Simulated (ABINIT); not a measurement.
# K2PdC2 (P-3m1): a self-consistent loop beyond G0W0, cycle by cycle

Aim: iterate the self-energy on K2PdC2 (P-3m1) and follow the gap from cycle to cycle.

Calculated with ABINIT 10.8.3; PBEsol and many-body steps on it, plane waves.

Report form: the programs' logs are mostly left out.

In doubt: a PseudoDojo file used here is known to give poor structures and forces, which bears on pressures, cells, forces and phonons.

### Step 1. The structure

Symmetry: P-3m1, No. 164, trigonal system. Conventional cell: a = 5.118 Å, b = 5.118 Å, c = 5.258 Å, α = 90.00°, β = 90.00°, γ = 120.00°. Nearest to K lie 6 C at 3.00 to 3.45 Å and 3 Pd at 3.30 Å. Pd has 4 C at 2.00 to 3.26 Å and 6 K at 3.30 Å nearest. Nearest to C lie 1 C at 1.26 Å and 2 Pd at 2.00 to 3.26 Å and 6 K at 3.00 to 3.45 Å. Farther neighbours are not listed.

The cell and positions are those that the Materials Project relaxed with its own functionals (PBE, PBE+U or r2SCAN), kept fixed.

### Step 2. Empty states on the mesh, 3×3×2 mesh, 111 bands

This step: ABINIT 10.8.3; DFT, PBEsol, plane waves, norm-conserving pseudopotentials.

The sums over transitions need many empty states on a uniform mesh; this step solves for them.

run.abi

```
acell 3*1.0 Angstrom
rprim 
  5.118184061448 -0.000000000011 0.000000000000
  -2.559092030714 4.432477418464 0.000000000000
  0.000000000000 0.000000000000 5.258137180000
ntypat 3
znucl 19 46 6
natom 5
typat 1 1 2 3 3
xred 
  0.666666666667 0.333333333333 0.720198210000
  0.333333333333 0.666666666667 0.279801790000
  0.000000000000 0.000000000000 0.000000000000
  0.000000000000 0.000000000000 0.620196780000
  0.000000000000 0.000000000000 0.379803220000
pp_dirpath "pseudos"
pseudos "K.upf, Pd.upf, C.upf"
ecut 37
ngkpt 3 3 2
nshiftk 1
shiftk 0 0 0
kptopt 1
chksymbreak 0
iscf -2
irdden 1
istwfk *1
nband 111
nbdbuf 10
tolwfr 1e-09
nstep 60
prtvol 0
indata_prefix "in"
outdata_prefix "out"
tmpdata_prefix "tmp"
```

Started as:

```
$ OMP_NUM_THREADS=1 mpirun -n 4 abinit run.abi > log
```

It took 62 s on 4 MPI ranks of Arm Neoverse V1, shared host; peak memory 0.42 GiB; 4.1 min of CPU time.

This step gave:

- gap: 1.694 eV
- k of the valence top: 0, 0, 0.5
- k of the conduction bottom: 0.3333, 0, 0.5
- least direct gap: 1.714 eV
- k points computed: 6
- lowest point of the top converged band, above the valence top: 37.57 eV

On this mesh the gap is 1.694 eV.

The density comes from a self-consistent run that is not shown.

### Step 3. Screening, 3×3×2 mesh, 101 bands, screening to 106.1 eV

The RPA dielectric matrix is built and inverted for each q.

This step: RPA screening on PBEsol, plane waves, norm-conserving pseudopotentials.

run.abi, as its differences from that of step 2:

```diff
@@ -23,10 +23,11 @@
 chksymbreak 0
-iscf -2
-irdden 1
 istwfk *1
-nband 111
-nbdbuf 10
-tolwfr 1e-09
-nstep 60
-prtvol 0
+occopt 1
+irdwfk 1
+optdriver 3
+nband 101
+ecuteps 3.9
+inclvkb 2
+awtr 1
+symchi 1
 indata_prefix "in"
```

The job ended after 44 s (4 MPI ranks; peak memory 1.2 GiB; 2.9 min of CPU time).

Numbers from this step:

```
ε∞ with local fields, on this mesh, along the program's q direction : 10.52
the same without local fields                                       : 12.55
plasma frequency                                                    : 22.55 eV
plane waves in the screening matrix                                 : 315
```

Local fields lower ε∞ by 16 %. On a Γ-centred mesh this coarse the value itself is usually too large, while a short band sum pulls it down.

### Step 4. G0W0

The self-energy is evaluated for the states that the input lists, and the levels follow from it, in one-shot runs by the linearised quasiparticle equation.

This step: G0W0 on PBEsol, plane waves, norm-conserving pseudopotentials.

run.abi, as its differences from that of step 3:

```diff
@@ -26,8 +26,19 @@
 irdwfk 1
-optdriver 3
+optdriver 4
 nband 101
+gwcalctyp 0
+ecutsigx 37
+symsigma 1
+nkptgw 3
+kptgw 
+  0.0000000000 0.0000000000 0.5000000000
+  0.3333333333 0.0000000000 0.5000000000
+  0.0000000000 0.0000000000 0.0000000000
+bdgw 
+  21 24
+  21 24
+  21 24
 ecuteps 3.9
-inclvkb 2
-awtr 1
-symchi 1
+irdscr 1
+ppmodel 1
 indata_prefix "in"
```

It took 17 s on 4 MPI ranks; peak memory 0.98 GiB; 69 s of CPU time.

This step gave:

- G0W0 gap on the points computed: 2.434 eV
- starting gap on the mesh: 1.694 eV
- k of the valence top: 0, 0, 0.5
- k of the conduction bottom: 0.3333, 0, 0.5
- Z at the valence top: 0.755
- Z at the conduction bottom: 0.804
- least direct G0W0 gap on the computed points: 2.461 eV

The gap on the mesh goes from 1.69 eV to 2.43 eV, a correction of +0.74 eV.

### Step 5. evGW0, cycle 1

This step: evGW0 on PBEsol, plane waves, norm-conserving pseudopotentials.

run.abi, as its differences from that of step 4:

```diff
@@ -28,14 +28,20 @@
 nband 101
-gwcalctyp 0
+gwcalctyp 10
 ecutsigx 37
 symsigma 1
-nkptgw 3
+nkptgw 6
 kptgw 
+  0.0000000000 0.0000000000 0.0000000000
+  0.3333333333 0.0000000000 0.0000000000
+  0.3333333333 0.3333333333 0.0000000000
   0.0000000000 0.0000000000 0.5000000000
   0.3333333333 0.0000000000 0.5000000000
-  0.0000000000 0.0000000000 0.0000000000
+  0.3333333333 0.3333333333 0.5000000000
 bdgw 
-  21 24
-  21 24
-  21 24
+  14 26
+  14 26
+  14 26
+  14 26
+  14 26
+  14 26
 ecuteps 3.9
```

Run time: 1.7 min. Hardware: 4 MPI ranks; peak memory 1.7 GiB.

Numbers from this step:

* quasiparticle gap on the mesh: 2.615 eV
* gap of the density functional on the mesh: 1.694 eV
* k of the valence top: 0, 0, 0.5
* k of the conduction bottom: 0.3333, 0, 0.5
* Z at the valence top: 0.755
* Z at the conduction bottom: 0.804
* least direct quasiparticle gap on the computed points: 2.644 eV

Against G0W0 in ABINIT (3×3×2 mesh, 101 bands, screening to 106.1 eV, Godby-Needs plasmon pole), the gap moves by +0.181 eV. This first cycle still uses the starting levels; it takes the full correction, at all points of the mesh, and its linearised value is 2.434 eV.

### Step 6. evGW0, cycle 2

The corrected levels of the last cycle go back in.

run.abi, as its differences from that of step 5:

```diff
@@ -49,2 +49,3 @@
 ppmodel 1
+irdqps 1
 indata_prefix "in"
```

It took 1.7 min on 4 MPI ranks; peak memory 1.7 GiB.

This step gave:

```yaml
quasiparticle_gap_on_the_mesh: 2.525 eV
gap_of_the_density_functional_on_the_mesh: 1.694 eV
k_of_the_valence_top: 0, 0, 0.5
k_of_the_conduction_bottom: 0.3333, 0, 0.5
least_direct_quasiparticle_gap_on_the_computed_points: 2.553 eV
```

Against the cycle before, the gap moves by −0.090 eV.

### Step 7. evGW0, cycle 3

run.abi is that of step 6.

Run time: 1.7 min. Hardware: 4 MPI ranks; peak memory 1.7 GiB; 6.8 min of CPU time.

This step gave:

| Item | Value |
| --- | --- |
| quasiparticle gap on the mesh | 2.533 eV |
| gap of the density functional on the mesh | 1.694 eV |
| k of the valence top | 0, 0, 0.5 |
| k of the conduction bottom | 0.3333, 0, 0.5 |
| least direct quasiparticle gap on the computed points | 2.561 eV |

Against the cycle before, the gap moves by +0.008 eV.

### Step 8. Screening, 3×3×2 mesh, 101 bands, screening to 106.1 eV

This step: RPA screening on PBEsol, plane waves, norm-conserving pseudopotentials.

run.abi, as its differences from that of step 7:

```diff
@@ -26,26 +26,13 @@
 irdwfk 1
-optdriver 4
+optdriver 3
 nband 101
+ecuteps 3.9
+inclvkb 2
+awtr 1
+symchi 1
 gwcalctyp 10
-ecutsigx 37
-symsigma 1
-nkptgw 6
-kptgw 
-  0.0000000000 0.0000000000 0.0000000000
-  0.3333333333 0.0000000000 0.0000000000
-  0.3333333333 0.3333333333 0.0000000000
-  0.0000000000 0.0000000000 0.5000000000
-  0.3333333333 0.0000000000 0.5000000000
-  0.3333333333 0.3333333333 0.5000000000
-bdgw 
-  14 26
-  14 26
-  14 26
-  14 26
-  14 26
-  14 26
-ecuteps 3.9
-irdscr 1
-ppmodel 1
-irdqps 1
+mbpt_sciss 0.961 eV
+nqptdm 1
+qptdm 
+  0 0 0
 indata_prefix "in"
```

Run time: 20 s. Hardware: 4 MPI ranks; peak memory 1.2 GiB.

This step gave:

* ε∞ with local fields, on this mesh, along the program's q direction: 8.019
* the same without local fields: 9.285
* plasma frequency: 22.55 eV
* plane waves in the screening matrix: 315

This screening uses the functional's bands under a rigid shift, the mean opening of the cycle before.

### Step 9. Screening, 3×3×2 mesh, 101 bands, screening to 106.1 eV

This step: RPA screening on PBEsol from quasiparticle energies, plane waves, norm-conserving pseudopotentials.

run.abi, as its differences from that of step 8:

```diff
@@ -32,7 +32,11 @@
 symchi 1
+irdqps 1
 gwcalctyp 10
-mbpt_sciss 0.961 eV
-nqptdm 1
+nqptdm 5
 qptdm 
-  0 0 0
+  0.3333333333 0.0000000000 0.0000000000
+  0.3333333333 0.3333333333 0.0000000000
+  0.0000000000 0.0000000000 0.5000000000
+  0.3333333333 0.0000000000 0.5000000000
+  0.3333333333 0.3333333333 0.5000000000
 indata_prefix "in"
```

mrgscr.stdin

```
2
merged
q0_SCR
out_SCR
1
```

Started as:

```
$ OMP_NUM_THREADS=1 mpirun -n 4 abinit run.abi > log; mrgscr < mrgscr.stdin
```

Run time: 28 s. Hardware: 4 MPI ranks; peak memory 0.99 GiB.

Numbers from this step:

```yaml
plasma_frequency: 22.55 eV
plane_waves_in_the_screening_matrix: 315
```

This screening reads the quasiparticle levels of the cycle before.

### Step 10. evGW, cycle 1

This step: evGW on PBEsol, plane waves, norm-conserving pseudopotentials.

run.abi, as its differences from that of step 9:

```diff
@@ -26,12 +26,10 @@
 irdwfk 1
-optdriver 3
+optdriver 4
 nband 101
-ecuteps 3.9
-inclvkb 2
-awtr 1
-symchi 1
-irdqps 1
 gwcalctyp 10
-nqptdm 5
-qptdm 
+ecutsigx 37
+symsigma 1
+nkptgw 6
+kptgw 
+  0.0000000000 0.0000000000 0.0000000000
   0.3333333333 0.0000000000 0.0000000000
@@ -41,2 +39,13 @@
   0.3333333333 0.3333333333 0.5000000000
+bdgw 
+  14 26
+  14 26
+  14 26
+  14 26
+  14 26
+  14 26
+ecuteps 3.9
+irdscr 1
+ppmodel 1
+irdqps 1
 indata_prefix "in"
```

Started as:

```
$ OMP_NUM_THREADS=1 mpirun -n 4 abinit run.abi > log
```

The job ended after 1.7 min (4 MPI ranks; peak memory 1.7 GiB; 6.8 min of CPU time).

Numbers from this step:

```
quasiparticle gap on the mesh                         : 2.755 eV
gap of the density functional on the mesh             : 1.694 eV
k of the valence top                                  : 0, 0, 0.5
k of the conduction bottom                            : 0.3333, 0, 0.5
least direct quasiparticle gap on the computed points : 2.783 eV
```

Against G0W0 in ABINIT (3×3×2 mesh, 101 bands, screening to 106.1 eV, Godby-Needs plasmon pole), the gap moves by +0.321 eV.

### Step 11. Screening, 3×3×2 mesh, 101 bands, screening to 106.1 eV

This step: RPA screening on PBEsol, plane waves, norm-conserving pseudopotentials.

run.abi, as its differences from that of step 10:

```diff
@@ -26,26 +26,13 @@
 irdwfk 1
-optdriver 4
+optdriver 3
 nband 101
+ecuteps 3.9
+inclvkb 2
+awtr 1
+symchi 1
 gwcalctyp 10
-ecutsigx 37
-symsigma 1
-nkptgw 6
-kptgw 
-  0.0000000000 0.0000000000 0.0000000000
-  0.3333333333 0.0000000000 0.0000000000
-  0.3333333333 0.3333333333 0.0000000000
-  0.0000000000 0.0000000000 0.5000000000
-  0.3333333333 0.0000000000 0.5000000000
-  0.3333333333 0.3333333333 0.5000000000
-bdgw 
-  14 26
-  14 26
-  14 26
-  14 26
-  14 26
-  14 26
-ecuteps 3.9
-irdscr 1
-ppmodel 1
-irdqps 1
+mbpt_sciss 1.189 eV
+nqptdm 1
+qptdm 
+  0 0 0
 indata_prefix "in"
```

Wall time 20 s (4 MPI ranks); peak memory 1.2 GiB; 78 s of CPU time.

Numbers from this step:

```
ε∞ with local fields, on this mesh, along the program's q direction : 7.627
the same without local fields                                       : 8.788
plasma frequency                                                    : 22.55 eV
plane waves in the screening matrix                                 : 315
```

This screening uses the functional's bands under a rigid shift, the mean opening of the cycle before.

### Step 12. Screening, 3×3×2 mesh, 101 bands, screening to 106.1 eV

This step: RPA screening on PBEsol from quasiparticle energies, plane waves, norm-conserving pseudopotentials.

run.abi, as its differences from that of step 11:

```diff
@@ -32,7 +32,11 @@
 symchi 1
+irdqps 1
 gwcalctyp 10
-mbpt_sciss 1.189 eV
-nqptdm 1
+nqptdm 5
 qptdm 
-  0 0 0
+  0.3333333333 0.0000000000 0.0000000000
+  0.3333333333 0.3333333333 0.0000000000
+  0.0000000000 0.0000000000 0.5000000000
+  0.3333333333 0.0000000000 0.5000000000
+  0.3333333333 0.3333333333 0.5000000000
 indata_prefix "in"
```

mrgscr.stdin is that of step 9.

Started as:

```
$ OMP_NUM_THREADS=1 mpirun -n 4 abinit run.abi > log; mrgscr < mrgscr.stdin
```

Run time: 28 s. Hardware: 4 MPI ranks; peak memory 0.99 GiB.

This step gave:

* plasma frequency: 22.55 eV
* plane waves in the screening matrix: 315

This screening reads the quasiparticle levels of the cycle before.

### Step 13. evGW, cycle 2

This step: evGW on PBEsol, plane waves, norm-conserving pseudopotentials.

run.abi, as its differences from that of step 12:

```diff
@@ -26,12 +26,10 @@
 irdwfk 1
-optdriver 3
+optdriver 4
 nband 101
-ecuteps 3.9
-inclvkb 2
-awtr 1
-symchi 1
-irdqps 1
 gwcalctyp 10
-nqptdm 5
-qptdm 
+ecutsigx 37
+symsigma 1
+nkptgw 6
+kptgw 
+  0.0000000000 0.0000000000 0.0000000000
   0.3333333333 0.0000000000 0.0000000000
@@ -41,2 +39,13 @@
   0.3333333333 0.3333333333 0.5000000000
+bdgw 
+  14 26
+  14 26
+  14 26
+  14 26
+  14 26
+  14 26
+ecuteps 3.9
+irdscr 1
+ppmodel 1
+irdqps 1
 indata_prefix "in"
```

Started as:

```
$ OMP_NUM_THREADS=1 mpirun -n 4 abinit run.abi > log
```

Elapsed: 1.7 min, on 4 MPI ranks; peak memory 1.7 GiB.

This step gave:

```
quasiparticle gap on the mesh                         : 2.788 eV
gap of the density functional on the mesh             : 1.694 eV
k of the valence top                                  : 0, 0, 0.5
k of the conduction bottom                            : 0.3333, 0, 0.5
least direct quasiparticle gap on the computed points : 2.815 eV
```

Against the cycle before, the gap moves by +0.033 eV.

### Step 14. Screening, 3×3×2 mesh, 101 bands, screening to 106.1 eV

This step: RPA screening on PBEsol, plane waves, norm-conserving pseudopotentials.

run.abi, as its differences from that of step 13:

```diff
@@ -26,26 +26,13 @@
 irdwfk 1
-optdriver 4
+optdriver 3
 nband 101
+ecuteps 3.9
+inclvkb 2
+awtr 1
+symchi 1
 gwcalctyp 10
-ecutsigx 37
-symsigma 1
-nkptgw 6
-kptgw 
-  0.0000000000 0.0000000000 0.0000000000
-  0.3333333333 0.0000000000 0.0000000000
-  0.3333333333 0.3333333333 0.0000000000
-  0.0000000000 0.0000000000 0.5000000000
-  0.3333333333 0.0000000000 0.5000000000
-  0.3333333333 0.3333333333 0.5000000000
-bdgw 
-  14 26
-  14 26
-  14 26
-  14 26
-  14 26
-  14 26
-ecuteps 3.9
-irdscr 1
-ppmodel 1
-irdqps 1
+mbpt_sciss 1.222 eV
+nqptdm 1
+qptdm 
+  0 0 0
 indata_prefix "in"
```

Run time: 19 s. Hardware: 4 MPI ranks; peak memory 1.2 GiB.

This step gave:

```
ε∞ with local fields, on this mesh, along the program's q direction : 7.574
the same without local fields                                       : 8.722
plasma frequency                                                    : 22.55 eV
plane waves in the screening matrix                                 : 315
```

This screening uses the functional's bands under a rigid shift, the mean opening of the cycle before.

### Step 15. Screening, 3×3×2 mesh, 101 bands, screening to 106.1 eV

This step: RPA screening on PBEsol from quasiparticle energies, plane waves, norm-conserving pseudopotentials.

run.abi, as its differences from that of step 14:

```diff
@@ -32,7 +32,11 @@
 symchi 1
+irdqps 1
 gwcalctyp 10
-mbpt_sciss 1.222 eV
-nqptdm 1
+nqptdm 5
 qptdm 
-  0 0 0
+  0.3333333333 0.0000000000 0.0000000000
+  0.3333333333 0.3333333333 0.0000000000
+  0.0000000000 0.0000000000 0.5000000000
+  0.3333333333 0.0000000000 0.5000000000
+  0.3333333333 0.3333333333 0.5000000000
 indata_prefix "in"
```

mrgscr.stdin is that of step 12.

Started as:

```
$ OMP_NUM_THREADS=1 mpirun -n 4 abinit run.abi > log; mrgscr < mrgscr.stdin
```

It took 28 s on 4 MPI ranks; peak memory 0.99 GiB.

This step gave:

| Quantity | Value |
| --- | --- |
| plasma frequency | 22.55 eV |
| plane waves in the screening matrix | 315 |

This screening reads the quasiparticle levels of the cycle before.

### Step 16. evGW, cycle 3

This step: evGW on PBEsol, plane waves, norm-conserving pseudopotentials.

run.abi, as its differences from that of step 15:

```diff
@@ -26,12 +26,10 @@
 irdwfk 1
-optdriver 3
+optdriver 4
 nband 101
-ecuteps 3.9
-inclvkb 2
-awtr 1
-symchi 1
-irdqps 1
 gwcalctyp 10
-nqptdm 5
-qptdm 
+ecutsigx 37
+symsigma 1
+nkptgw 6
+kptgw 
+  0.0000000000 0.0000000000 0.0000000000
   0.3333333333 0.0000000000 0.0000000000
@@ -41,2 +39,13 @@
   0.3333333333 0.3333333333 0.5000000000
+bdgw 
+  14 26
+  14 26
+  14 26
+  14 26
+  14 26
+  14 26
+ecuteps 3.9
+irdscr 1
+ppmodel 1
+irdqps 1
 indata_prefix "in"
```

Started as:

```
$ OMP_NUM_THREADS=1 mpirun -n 4 abinit run.abi > log
```

It took 1.7 min on 4 MPI ranks; peak memory 1.7 GiB.

This step gave:

| Item | Value |
| --- | --- |
| quasiparticle gap on the mesh | 2.791 eV |
| gap of the density functional on the mesh | 1.694 eV |
| k of the valence top | 0, 0, 0.5 |
| k of the conduction bottom | 0.3333, 0, 0.5 |
| least direct quasiparticle gap on the computed points | 2.819 eV |

Against the cycle before, the gap moves by +0.003 eV.

### Step 17. Side by side

Times are wall times on 4 MPI ranks of Arm Neoverse V1, shared host, good to a factor of about two. A run's time includes the screening step that it read.

| run | mesh | bands | screening cutoff (eV) | DFT gap (eV) | gap on the mesh (eV) | direct (eV) | ε∞ used | time |
| --- | --- | --- | --- | --- | --- | --- | --- | --- |
| G0W0 | 3×3×2 | 101 | 106.1 | 1.694 | 2.434 | 2.461 | 10.52 | 61 s |
| evGW0, cycle 1 | 3×3×2 | 101 | 106.1 | 1.694 | 2.615 | 2.644 | 10.52 | 2.4 min |
| evGW0, cycle 2 | 3×3×2 | 101 | 106.1 | 1.694 | 2.525 | 2.553 | 10.52 | 2.4 min |
| evGW0, cycle 3 | 3×3×2 | 101 | 106.1 | 1.694 | 2.533 | 2.561 | 10.52 | 2.4 min |
| evGW, cycle 1 | 3×3×2 | 101 | 106.1 | 1.694 | 2.755 | 2.783 | 8.02 | 2.5 min |
| evGW, cycle 2 | 3×3×2 | 101 | 106.1 | 1.694 | 2.788 | 2.815 | 7.63 | 2.5 min |
| evGW, cycle 3 | 3×3×2 | 101 | 106.1 | 1.694 | 2.791 | 2.819 | 7.57 | 2.5 min |

### Step 18. What came out

```json
{
 "G0W0": "2.434 eV",
 "evGW0, cycle 1": "2.615 eV",
 "evGW0, cycle 2": "2.525 eV",
 "evGW0, cycle 3": "2.533 eV",
 "evGW, cycle 1": "2.755 eV",
 "evGW, cycle 2": "2.788 eV",
 "evGW, cycle 3": "2.791 eV",
 "known limits": "not at the basis limit; no spin polarisation; d states lean on the start; no spin-orbit coupling; coarse k mesh"
}
```

In words: Only the bands that the input lists are updated; the others, empty or deep, keep the functional's energies or take a rigid shift. The evGW loop starts from the last levels of evGW0, so its cycles and time come on top of those. evGW0 ends at 2.53 eV, +0.10 eV from G0W0, after 3 cycles that took 5.1 min beside the first screening; the last moved the gap by 0.008 eV. evGW ends at 2.79 eV, +0.36 eV from G0W0, after 3 cycles that took 7.5 min beside the first screening; the last moved the gap by 0.003 eV. The first cycle of evGW0 takes the full correction, without the factor Z, so it overshoots the one-shot value. Bands and cutoff are finite, so the gap is not at the basis limit. The miss can reach some tenths of an eV and take either sign; the mesh is an error of its own. A denser mesh or path gives a starting gap of 1.36 eV: the GW mesh misses a band edge, so its gaps are not the fundamental one. The 3×3×2 mesh is coarse for this cell, which bears on the long-range parts of exchange and screening. In the updated screening the q = 0 part is built from Kohn-Sham bands under a rigid shift, the other q from the quasiparticle levels. The runs have no spin polarisation. For a closed low-spin shell that is the natural state; where a d or f shell is open it is a constraint, and the gap is then not the crystal's own. With d states at the gap, one-shot GW leans hard on its start. The many-body steps are scalar-relativistic: spin-orbit coupling is not in them.

[Paths, hosts, dates, memory and timing lines, banners, echoed tables and standing remarks are left out of the program output.]

[Logs are printed without paths, hosts, clocks, repeated set-up lines and the standing remarks that a program may print on its own settings, such as how far it seeks lower states.]

[Runs of the session that timed out or met a known fault of the program may be left out.]

[Hosts, paths, dates, database ids (printed as entryN), source tags and the programs' standing remarks are cut or masked in the printed files.]

[G0W0 gaps are taken among the corrected bands and points alone; a level outside them can change the order at an edge.]

[Where Ansatz stands beside ABINIT at settings called matched, ABINIT's density can come from a denser mesh and the files from another edition; pairs whose starting gaps differed by over 0.03 eV were left out, so agreement reads better than it is.]
